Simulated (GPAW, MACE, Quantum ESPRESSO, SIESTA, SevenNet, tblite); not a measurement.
**Other levels on random packing of Nb16Si84 (at. %) (73 atoms)**

Density of this cell: 3.27 g/cm³. The cell holds 73 atoms: 12 Nb and 61 Si. Cell: a = 11.283 Å, b = 11.283 Å, c = 11.283 Å, α = 90.0°, β = 90.0°, γ = 90.0°. 73 atoms (12 Nb, 61 Si) packed at random in a cube at 3.27 g/cm³ and pushed apart as soft spheres; a start for melting by ab initio MD, not an equilibrated structure. Then every atom was moved at random, 0.02 Å r.m.s. a Cartesian component.

Geometry: as built.

The reference, a calculation:

| Quantity | Value |
| --- | --- |
| method | Kohn-Sham DFT, PBE, SSSP efficiency 1.3.0 pseudopotentials, plane waves (Quantum ESPRESSO 7.5); sssp-pbe-1.3.0-efficiency, cutoffs 45/360 Ry, Γ point |
| r.m.s. force component | 1.296 eV/Å |
| longest force | 6.988 eV/Å |
| pressure | -3.588 GPa |
| time | 3.3 min on 4 MPI ranks of AMD EPYC 9R14 (Zen 4), shared host |
| CPU time | 13 min |

Runs, in no order:
A. GPAW PBE, LCAO sz(dzp), h 0.2 Å: Kohn-Sham DFT, PBE, PAW, atomic orbitals (sz(dzp))
B. GPAW RPBE, LCAO dzp, h 0.2 Å: Kohn-Sham DFT, RPBE, PAW, atomic orbitals (dzp)
C. SIESTA LDA, DZP, shift 0.01 Ry, mesh 300 Ry: Kohn-Sham DFT, LDA, PseudoDojo 0.4.1 norm-conserving pseudopotentials (converted to PSML), numerical atomic orbitals (DZP), diagonalisation
D. QE PBE, sssp-1.3.0-efficiency, 35/280 Ry: Kohn-Sham DFT, PBE, SSSP efficiency 1.3.0 pseudopotentials, plane waves
E. SevenNet 0 potential: machine-learned interatomic potential SevenNet 0, trained on PBE(+U) plane-wave data

Q: Order them from the smallest to the largest r.m.s. force difference.

D, C, B, E, A.

```tsv
run	Δ force, r.m.s. (meV/Å)	share of r.m.s. force (%)	CPU time
D. QE PBE, sssp-1.3.0-efficiency, 35/280 Ry	0.805	0.0621	7.5 min
C. SIESTA LDA, DZP, shift 0.01 Ry, mesh 300 Ry	85.9	6.63	6.6 min
B. GPAW RPBE, LCAO dzp, h 0.2 Å	132	10.2	10 min
E. SevenNet 0 potential	339	26.1	6.4 s
A. GPAW PBE, LCAO sz(dzp), h 0.2 Å	864	66.7	2.8 min
```

Machine-learned potentials mimic data converged in k, so the reference's own k-point error enters their differences. The electronic-structure runs sample only Γ, in a cell whose shortest periodic width is 11 Å, which is coarse for a cell with partly filled levels.

[Logs are printed without paths, hosts, clocks, repeated set-up lines and the standing remarks that a program may print on its own settings, such as how far it seeks lower states.]

[Hosts, paths, dates, database ids (printed as entryN), source tags and the programs' standing remarks are cut or masked in the printed files.]
